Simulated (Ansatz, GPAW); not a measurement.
# A 3-layer slab of Rh(111): simulated STM images

What would a tunnelling microscope show on a 3-layer slab of Rh(111)?

Main program and level: GPAW 26.7.0 and Ansatz 0.2.0; GPAW, PAW setups; slab in vacuum, in the first sound run; inputs show where later runs differ.

Most raw output is cut from this account.

### Step 1. Set-up

The cell holds 3 atoms: 3 Rh. Cell: a = 2.687 Å, b = 2.687 Å, c = 18.388 Å, α = 90.0°, β = 90.0°, γ = 60.0°. Vacuum lies along c.

Coordinates:

```cif
data_structure
_symmetry_space_group_name_H-M 'P 1'
_symmetry_Int_Tables_number 1
_cell_length_a 2.6870
_cell_length_b 2.6870
_cell_length_c 18.3879
_cell_angle_alpha 90.000
_cell_angle_beta 90.000
_cell_angle_gamma 60.000
_cell_volume 114.97
loop_
_atom_site_label
_atom_site_type_symbol
_atom_site_fract_x
_atom_site_fract_y
_atom_site_fract_z
_atom_site_occupancy
Rh1 Rh 0.33333 0.33333 0.38069 1
Rh2 Rh 0.66667 0.66667 0.50000 1
Rh3 Rh 0.00000 0.00000 0.61931 1
```

### Step 2. Relaxation

The atoms are relaxed first, since the surface dipole, and with it the work function, follows the positions of the outer layers. The lowest 1 atoms are held at bulk positions and keep their forces.

Contents of run.py:

```python
import json
import numpy as np
from ase import Atoms
from ase.constraints import FixAtoms
from ase.optimize import BFGS
from gpaw import GPAW, PW

slab = Atoms(
    ['Rh', 'Rh', 'Rh'],
    positions=[
        [1.34350, 0.77567, 7.00000],
        [2.68701, 1.55134, 9.19393],
        [0.00000, 0.00000, 11.38786]],
    cell=[[2.68701, 0.0, 0.0], [1.3435, 2.32702, 0.0], [0.0, 0.0, 18.38786]],
    pbc=[True, True, False])

slab.calc = GPAW(mode=PW(400), xc='PBE', kpts={'size': (13, 13, 1), 'gamma': True},
                 occupations={'name': 'fermi-dirac', 'width': 0.1}, nbands='140%',
                 convergence={'density': 0.0001}, maxiter=200,
                 poissonsolver={'dipolelayer': 'xy'},
                 symmetry={'tolerance': 1e-3, 'extra_ids': [1, 0, 0]}, txt='slab.txt')
result = {}
slab.set_constraint(FixAtoms([0]))
path = []
opt = BFGS(slab, maxstep=0.2)
opt.attach(lambda: path.append((slab.get_potential_energy(), slab.positions.tolist(), slab.get_forces().tolist())))
result['relaxed'] = bool(opt.run(fmax=0.05, steps=30))
result['path'] = path
energy = slab.get_potential_energy()
fermi = slab.calc.get_fermi_level()
v = slab.calc.get_electrostatic_potential().mean((0, 1)) - fermi
n = slab.calc.get_pseudo_density().mean((0, 1))
L = slab.cell[2, 2]
z = np.arange(len(v)) * L / len(v)
low, high = slab.positions[:, 2].min(), slab.positions[:, 2].max()
below, above = np.interp([low - 4.8, high + 4.8], z, v)
slopes = [np.interp(x, z, np.gradient(v, z)) for x in (low - 4.8, high + 4.8)]
eps = np.array([[slab.calc.get_eigenvalues(k, s) for k in range(len(slab.calc.get_ibz_k_points()))]
                for s in range(slab.calc.get_number_of_spins())]) - fermi
top, bottom = eps[eps < 0].max(), eps[eps > 0].min()
dipole = slab.get_dipole_moment()[2]
print(f'energy {energy:.4f} eV, Fermi level {fermi:.4f} eV, dipole {dipole:.5f} e A')
print(f'potential 4.8 A off the faces, from the Fermi level: lower {below:.4f} eV, upper {above:.4f} eV')
print(f'slope of the potential there: lower {slopes[0]:.5f}, upper {slopes[1]:.5f} eV/A')
print(f'nearest levels on the mesh: {top:.4f} and {bottom:.4f} eV')
print('magnetic moment', round(slab.get_magnetic_moment(), 3))
result.update(energy=energy, fermi=fermi, dipole=dipole, below=below, above=above, slopes=slopes, edges=[top, bottom],
              z=z.tolist(), v=v.tolist(), n=n.tolist(), positions=slab.positions.tolist(),
              forces=slab.get_forces(apply_constraint=False).tolist(), moments=slab.get_magnetic_moments().tolist())
json.dump(result, open('result.json', 'w'))
```

Started as:

```console
OMP_NUM_THREADS=1 OPENBLAS_NUM_THREADS=1 python run.py
```

The job ended after 2.6 min (1 thread of Intel Xeon Platinum 8488C (Sapphire Rapids), shared host; peak memory 0.18 GiB).

Relaxation path:

```csv
step,energy less that of the first step (eV),largest force (eV/Å)
1,0.0000,0.1453
2,-0.0004,0.1111
3,-0.0016,0.0927
4,0.0005,0.3832
5,-0.0035,0.1208
6,-0.0037,0.0946
7,-0.0045,0.0423
```

The atoms that moved most (Å):

```csv
atom,dx,dy,dz,length
Rh3,0.000,0.000,-0.032,0.032
Rh2,0.000,0.000,-0.013,0.013
```

Final coordinates:

```
Rh
1.0
     2.68701    0.00000    0.00000
     1.34350    2.32702    0.00000
     0.00000    0.00000   18.38786
Rh
3
Direct
  0.33333 0.33333 0.38069
  0.66667 0.66667 0.49928
  0.00000 0.00000 0.61757
```

This step gave:

```yaml
dipole_along_the_normal: -0.001300 e·Å
levels_nearest_the_fermi_level_on_the_mesh: -0.005445, 0.02902 eV from the Fermi level
upper_work_function: 5.064 eV
lower_work_function: 5.064 eV
```

The electrostatic potential energy of an electron (without an applied field's), less the Fermi level, planar mean by z:

z (Å), electrostatic potential energy of an electron (without an applied field's), less the Fermi level, planar mean (eV) and a bar from the least value:
```
      0.0        5.1 ##############################
      0.5        5.1 ##############################
      1.0        5.1 ##############################
      1.5        5.1 ##############################
      2.0        5.1 ##############################
      2.5        5.1 ##############################
      3.0        5.1 ##############################
      3.5        5.1 ##############################
      4.0        5.0 ##############################
      4.5        5.0 ##############################
      5.0        4.7 ##############################
      5.5        3.9 #############################
      6.0        0.5 ##########################
      6.5      -11.5 ##############
      7.0      -25.7 
      7.5      -11.7 ##############
      8.0       -1.1 ########################
      8.5       -6.3 ###################
      9.0      -23.6 ##
      9.5      -19.1 ######
     10.0       -3.2 ######################
     10.5       -2.5 #######################
     11.0      -17.3 ########
     11.5      -24.0 ##
     12.0       -6.7 ###################
     12.5        2.0 ###########################
     13.0        4.2 #############################
     13.5        4.8 ##############################
     14.0        5.0 ##############################
     14.5        5.0 ##############################
     15.0        5.1 ##############################
     15.5        5.1 ##############################
     16.0        5.1 ##############################
     16.5        5.1 ##############################
     17.0        5.1 ##############################
     17.5        5.1 ##############################
     18.0        5.1 ##############################
```

The pseudo valence density, planar mean oscillates, so the rows of the table below give means over windows of 1 Å about each position, cut where the curve ends. Its maxima inside the range that stand out by 2 % of the span (Å: e/Å³): 6.9: 2.56, 9.2: 2.61, 11.4: 2.50. Its minima: 8.2: 0.335, 10.2: 0.334.

The pseudo valence density, planar mean by z; means over each step:

```csv
z (Å),"pseudo valence density, planar mean (e/Å³)"
3,9.2e-5
4,0.00120
5,0.0166
6,0.285
7,1.79
8,0.478
9,1.69
10,0.618
11,1.45
12,0.820
13,0.0441
14,0.00305
15,2.3e-4
```

The relaxation lowered the energy of the cell by 0.00448 eV (energies extrapolated to zero smearing; the optimiser's log prints free energies). The largest force left on a free atom is 0.042 eV/Å.

### Step 3. Plane waves, PBE

The work function is the vacuum plateau of the electrostatic potential less the Fermi level; a dipole layer lets the two faces have plateaus of their own.

run.py, as its differences from that of step 2:

```diff
@@ -3,4 +3,3 @@
 from ase import Atoms
-from ase.constraints import FixAtoms
-from ase.optimize import BFGS
+from ase.dft.stm import STM
 from gpaw import GPAW, PW
@@ -11,4 +10,4 @@
         [1.34350, 0.77567, 7.00000],
-        [2.68701, 1.55134, 9.19393],
-        [0.00000, 0.00000, 11.38786]],
+        [2.68701, 1.55134, 9.18063],
+        [-0.00000, -0.00000, 11.35581]],
     cell=[[2.68701, 0.0, 0.0], [1.3435, 2.32702, 0.0], [0.0, 0.0, 18.38786]],
@@ -18,12 +17,6 @@
                  occupations={'name': 'fermi-dirac', 'width': 0.1}, nbands='140%',
-                 convergence={'density': 0.0001}, maxiter=200,
+                 convergence={'density': 1e-05}, maxiter=200,
                  poissonsolver={'dipolelayer': 'xy'},
-                 symmetry={'tolerance': 1e-3, 'extra_ids': [1, 0, 0]}, txt='slab.txt')
+                 symmetry={'tolerance': 1e-3}, txt='slab.txt')
 result = {}
-slab.set_constraint(FixAtoms([0]))
-path = []
-opt = BFGS(slab, maxstep=0.2)
-opt.attach(lambda: path.append((slab.get_potential_energy(), slab.positions.tolist(), slab.get_forces().tolist())))
-result['relaxed'] = bool(opt.run(fmax=0.05, steps=30))
-result['path'] = path
 energy = slab.get_potential_energy()
@@ -49,2 +42,16 @@
               forces=slab.get_forces(apply_constraint=False).tolist(), moments=slab.get_magnetic_moments().tolist())
+
+# Images need the states of the whole zone, up to time reversal
+slab.calc = slab.calc.fixed_density(symmetry={'point_group': False}, txt='states.txt',
+                                    convergence={'bands': 'CBM+1.8'})
+stm = STM(slab)
+result['stm'] = []
+for bias in [-2.0, -1.0, 1.5]:
+    height = high + 4.0
+    current = stm.get_averaged_current(bias, height)
+    x, y, h = stm.scan(bias, current)
+    i, f = divmod(height / L * stm.ldos.shape[2], 1)
+    I = abs((1 - f) * stm.ldos[:, :, int(i)] + f * stm.ldos[:, :, int(i) + 1])
+    print(f'bias {bias} V: mean current at 4.0 A {current:.4e}, corrugation {np.ptp(h):.4f} A')
+    result['stm'].append(dict(bias=bias, current=current, h=(h - high).tolist(), I=I.tolist()))
 json.dump(result, open('result.json', 'w'))
```

Elapsed: 99 s, on 1 thread; peak memory 0.32 GiB.

This step gave:

- dipole along the normal: -1.06e-4 e·Å
- levels nearest the Fermi level on the mesh: -0.005425, 0.02904 eV from the Fermi level
- lower work function: 5.065 eV
- corrugation -2: 0.02893 Å
- corrugation -1: 0.02913 Å
- corrugation 1.5: 0.03066 Å

The electrostatic potential energy of an electron (without an applied field's), less the Fermi level, planar mean by z:

```csv
z (Å),"electrostatic potential energy of an electron (without an applied field's), less the Fermi level, planar mean (eV)"
0,5.06
1,5.07
2,5.07
3,5.06
4,5.04
5,4.74
6,0.541
7,-25.7
8,-1.08
9,-23.6
10,-3.23
11,-17.3
12,-6.69
13,4.24
14,5.00
15,5.06
16,5.06
17,5.06
18,5.06
```

Table of pseudo valence density, planar mean by z:

z (Å), pseudo valence density, planar mean (e/Å³) and a bar:
```
     0.00       0.00 
     0.41       0.00 
     1.02       0.00 
     1.43       0.00 
     2.04       0.00 
     2.45       0.00 
     2.86       0.00 
     3.47       0.00 
     3.88       0.00 
     4.49       0.00 
     4.90       0.01 
     5.31       0.03 
     5.92       0.15 ##
     6.33       0.50 ######
     6.95       2.56 ##############################
     7.36       1.39 ################
     7.76       0.46 #####
     8.38       0.42 #####
     8.79       1.22 ##############
     9.40       2.02 ########################
     9.81       0.60 #######
    10.42       0.36 ####
    10.83       0.80 #########
    11.24       2.40 ############################
    11.85       0.87 ##########
    12.26       0.25 ###
    12.87       0.04 #
    13.28       0.01 
    13.69       0.01 
    14.30       0.00 
    14.71       0.00 
    15.32       0.00 
    15.73       0.00 
    16.14       0.00 
    16.75       0.00 
    17.16       0.00 
    17.77       0.00 
    18.18       0.00
```

Tip height over the top atom over a1 and a2. Sample bias -2 V, constant current at the mean current 4.0 Å over the top atom.

Ten even steps from '_' (3.983 Å) to '@' (4.012 Å):
```
####%%%%##**++++++++**##%%%%
%%%%%%%%##++==========++##%%
@@@@@@@@##++--::....::--++##
##%%@@%%##**==::______::==**
****####****++==..____..==++
**++======++**++==..__..==++
++++--------++++++==::::==++
**++--::::::--++**++==--==++
**++--::....::--++****++++**
##**==--::..::--==**########
@@%%##==--::::--==##%%@@%%%%
%%@@@@##==------==##@@@@%%%%
##%%@@%%**++++++++**%%@@%%##
**##%%@@##****++****##@@%%##
```
Columns: a1 from 0 to 0.929; rows upwards: a2 from 0 to 0.929.

Local density of states summed over the bias window over a1 and a2. Sample bias -2 V, constant height 4.0 Å over the top atom.

Ten even steps from '0' (3.08 × 1e-5 arbitrary) to '9' (3.27 × 1e-5 arbitrary):
```
77887655556788
99987543334578
99997532112357
78987642000246
66666653100135
55444555310135
54322345532235
54321234554345
65321123566556
76421112467777
98642222468988
99964333469998
79986544568997
67997655567997
```
Columns: a1 from 0 to 0.929; rows upwards: a2 from 0 to 0.929.

Tip height over the top atom over a1 and a2. Sample bias -1 V, constant current at the mean current 4.0 Å over the top atom.

Ten even steps from '0' (3.984 Å) to '9' (4.013 Å):
```
99876654456678
99976544344567
89986542112456
77877642000246
66666654100145
54444454310134
43233234442244
53212123554445
64211112466556
76432123467666
87643113467877
99864222468998
99976433467999
99987654567899
```
Columns: a1 from 0 to 0.929; rows upwards: a2 from 0 to 0.929.

Local density of states summed over the bias window over a1 and a2. Sample bias -1 V, constant height 4.0 Å over the top atom.

Values in units of 1e-5 arbitrary, 14 rows by 14 columns:
```
2.3 2.3 2.2 2.2 2.2 2.2 2.2 2.2 2.2 2.2 2.2 2.2 2.2 2.2
2.2 2.3 2.2 2.2 2.2 2.2 2.2 2.2 2.2 2.2 2.2 2.2 2.2 2.2
2.2 2.3 2.3 2.2 2.2 2.2 2.2 2.2 2.1 2.1 2.2 2.2 2.2 2.2
2.2 2.2 2.2 2.2 2.2 2.2 2.2 2.2 2.1 2.1 2.1 2.2 2.2 2.2
2.2 2.2 2.2 2.2 2.2 2.2 2.2 2.2 2.1 2.1 2.1 2.1 2.2 2.2
2.2 2.2 2.2 2.2 2.2 2.2 2.2 2.2 2.2 2.1 2.1 2.1 2.2 2.2
2.2 2.2 2.2 2.2 2.2 2.2 2.2 2.2 2.2 2.2 2.2 2.2 2.2 2.2
2.2 2.2 2.2 2.2 2.2 2.2 2.2 2.2 2.2 2.2 2.2 2.2 2.2 2.2
2.2 2.2 2.2 2.2 2.1 2.1 2.2 2.2 2.2 2.2 2.2 2.2 2.2 2.2
2.2 2.2 2.2 2.2 2.2 2.1 2.2 2.2 2.2 2.2 2.2 2.2 2.2 2.2
2.2 2.2 2.2 2.2 2.2 2.2 2.2 2.2 2.2 2.2 2.2 2.2 2.2 2.2
2.2 2.3 2.2 2.2 2.2 2.2 2.2 2.2 2.2 2.2 2.2 2.3 2.2 2.2
2.3 2.3 2.3 2.2 2.2 2.2 2.2 2.2 2.2 2.2 2.2 2.3 2.3 2.3
2.3 2.3 2.2 2.2 2.2 2.2 2.2 2.2 2.2 2.2 2.2 2.2 2.2 2.3
```
Columns: a1 from 0 to 0.929; rows upwards: a2 from 0 to 0.929.

Tip height over the top atom over a1 and a2. Sample bias 1.5 V, constant current at the mean current 4.0 Å over the top atom.

Ten even steps from '_' (3.991 Å) to '@' (4.021 Å):
```
@@@@##++==--..____..--==++##
**##**++====::..__..::====++
==++++======--..____..--====
--======----::....__....::--
::--------::....________....
....::::::....______..______
____........______........__
..______________....::--::..
::....________....::--====--
----::..______..::----======
====--::..____..::--====++++
**++==--::..__..::--==++**##
@@##++==--..____..--==++##@@
@@@@**==--::..__..::--==**@@
```
Columns: a1 from 0 to 0.929; rows upwards: a2 from 0 to 0.929.

Local density of states summed over the bias window over a1 and a2. Sample bias 1.5 V, constant height 4.0 Å over the top atom.

Values in units of 1e-5 arbitrary, 14 rows by 14 columns:
```
5.2 5.2 5.1 5.1 5.0 5.0 5.0 4.9 4.9 5.0 5.0 5.0 5.1 5.1
5.1 5.1 5.1 5.1 5.1 5.0 5.0 5.0 4.9 5.0 5.0 5.0 5.1 5.1
5.1 5.1 5.1 5.1 5.0 5.0 5.0 5.0 4.9 4.9 5.0 5.0 5.0 5.0
5.0 5.0 5.0 5.0 5.0 5.0 5.0 5.0 4.9 4.9 4.9 5.0 5.0 5.0
5.0 5.0 5.0 5.0 5.0 5.0 5.0 5.0 4.9 4.9 4.9 4.9 5.0 5.0
5.0 5.0 5.0 5.0 5.0 5.0 5.0 4.9 4.9 4.9 4.9 4.9 4.9 4.9
4.9 4.9 5.0 5.0 5.0 5.0 4.9 4.9 4.9 5.0 5.0 5.0 5.0 4.9
5.0 4.9 4.9 4.9 4.9 4.9 4.9 4.9 5.0 5.0 5.0 5.0 5.0 5.0
5.0 5.0 5.0 4.9 4.9 4.9 4.9 5.0 5.0 5.0 5.0 5.0 5.0 5.0
5.0 5.0 5.0 5.0 4.9 4.9 4.9 5.0 5.0 5.0 5.0 5.0 5.1 5.0
5.1 5.0 5.0 5.0 5.0 4.9 4.9 5.0 5.0 5.0 5.0 5.1 5.1 5.1
5.1 5.1 5.0 5.0 5.0 5.0 4.9 5.0 5.0 5.0 5.0 5.1 5.1 5.1
5.2 5.1 5.1 5.0 5.0 5.0 4.9 4.9 5.0 5.0 5.0 5.1 5.1 5.2
5.2 5.2 5.1 5.1 5.0 5.0 5.0 4.9 5.0 5.0 5.0 5.1 5.1 5.2
```
Columns: a1 from 0 to 0.929; rows upwards: a2 from 0 to 0.929.

The potential is flat to 5.3e-4 eV/Å where it is read, so the vacuum is wide enough.

(Continued in part 2 of 2.)

[Logs are printed without paths, hosts, clocks, repeated set-up lines and the standing remarks that a program may print on its own settings, such as how far it seeks lower states.]

[Hosts, paths, dates, database ids (printed as entryN), source tags and the programs' standing remarks are cut or masked in the printed files.]
